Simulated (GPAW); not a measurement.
VCrB2 (Amm2), B K edge of atom 3, with 2 B at 1.77 Å, 4 Cr at 2.18 Å, 2 V at 2.24 Å and 1 V at 2.27 Å (9-fold, site symmetry mm2). Method: GPAW, LDA, excited-electron core hole (neutral cell), 16-atom cell with 5.1 Å between holes, 4×4×4 k points, dipole transitions, Gaussian full width 0.9 eV up to 4 eV, rising linearly to 3.5 eV at 25 eV.

```xyz
4
Lattice="2.9281 0.0000 0.0000 0.0000 1.4865 3.9487 0.0000 -1.4865 3.9487" Properties=species:S:1:pos:R:3 pbc="T T T"
Cr    0.0000    0.0000    6.7420
V     1.4640    0.0000    1.1673
B     1.4640    0.0000    3.4412
B     0.0000    0.0000    4.4443
```

Energy from the lowest empty level; a common scale on which the isotropic spectrum has a mean of 1 over the first 20 eV.

| E (eV) | curve 1 | curve 2 | curve 3 |
| --- | --- | --- | --- |
| -2.0 | 0.00 | 0.00 | 0.00 |
| -1.0 | 0.00 | 0.00 | 0.00 |
| 0.0 | 0.23 | 0.36 | 0.39 |
| 1.0 | 0.63 | 0.70 | 0.97 |
| 2.0 | 0.84 | 0.66 | 1.33 |
| 3.0 | 1.43 | 1.38 | 1.19 |
| 4.0 | 2.08 | 2.45 | 0.61 |
| 5.0 | 1.04 | 3.02 | 0.12 |
| 6.0 | 0.59 | 1.65 | 0.19 |
| 7.0 | 0.80 | 0.50 | 1.50 |
| 8.0 | 1.73 | 0.23 | 2.51 |
| 9.0 | 1.86 | 0.25 | 1.90 |
| 10.0 | 1.84 | 0.36 | 1.71 |
| 11.0 | 1.23 | 0.71 | 1.55 |
| 12.0 | 0.71 | 0.84 | 1.25 |
| 13.0 | 0.50 | 0.85 | 0.99 |
| 14.0 | 0.55 | 0.91 | 0.93 |
| 15.0 | 0.57 | 0.87 | 0.74 |
| 16.0 | 0.66 | 0.94 | 0.66 |
| 17.0 | 0.75 | 0.98 | 0.71 |
| 18.0 | 0.66 | 0.89 | 0.70 |
| 19.0 | 0.53 | 0.79 | 0.68 |
| 20.0 | 0.47 | 0.63 | 0.68 |
| 21.0 | 0.45 | 0.41 | 0.60 |
| 22.0 | 0.45 | 0.26 | 0.46 |
| 23.0 | 0.49 | 0.26 | 0.38 |
| 24.0 | 0.55 | 0.37 | 0.35 |
| 25.0 | 0.59 | 0.48 | 0.35 |
| 26.0 | 0.63 | 0.55 | 0.37 |
| 27.0 | 0.67 | 0.59 | 0.43 |
| 28.0 | 0.68 | 0.62 | 0.48 |
| 29.0 | 0.65 | 0.62 | 0.49 |
| 30.0 | 0.57 | 0.58 | 0.48 |
| 31.0 | 0.49 | 0.54 | 0.45 |
| 32.0 | 0.45 | 0.51 | 0.41 |

**Question.** The curves are for the electric vector along different Cartesian axes of the cell as given, averaged over the symmetry-equivalent atoms. Which is which?

Curve 1: along z, main maxima 3.8 eV (2.11), 9.6 eV (1.90) and 17.0 eV (0.75). Curve 2: along y, main maxima 0.7 eV (0.77), 4.7 eV (3.15) and 16.8 eV (0.98). Curve 3: along x, main maxima 1.7 eV (1.41), 3.1 eV (1.19) and 7.8 eV (2.57). A K edge sees empty p states on the absorber. Each direction probes the empty orbitals that point along it. The hole lies in one spin channel, while the script sums the empty states of both and takes the lower zero; where the two channels are split, this blurs and shifts the curve. The crystal has 2 inequivalent B sites and not all are shown here, while a measurement adds them all.

[Banner, clock and machine lines of the logs are left out without a mark of their own.]

[Logs are printed without paths, hosts, clocks, repeated set-up lines and the standing remarks that a program may print on its own settings, such as how far it seeks lower states.]

[Hosts, paths, dates, database ids (printed as entryN), source tags and the programs' standing remarks are cut or masked in the printed files.]

[Lists of maxima count a maximum above −3 eV only where it reaches 4 % of the highest in the window and stands out from its surroundings by 2 % of it (1.5 % where it reaches 55 %); shoulders and weaker maxima are passed over, and of the rest the first, up to two pre-edge ones and the few strongest are named.]
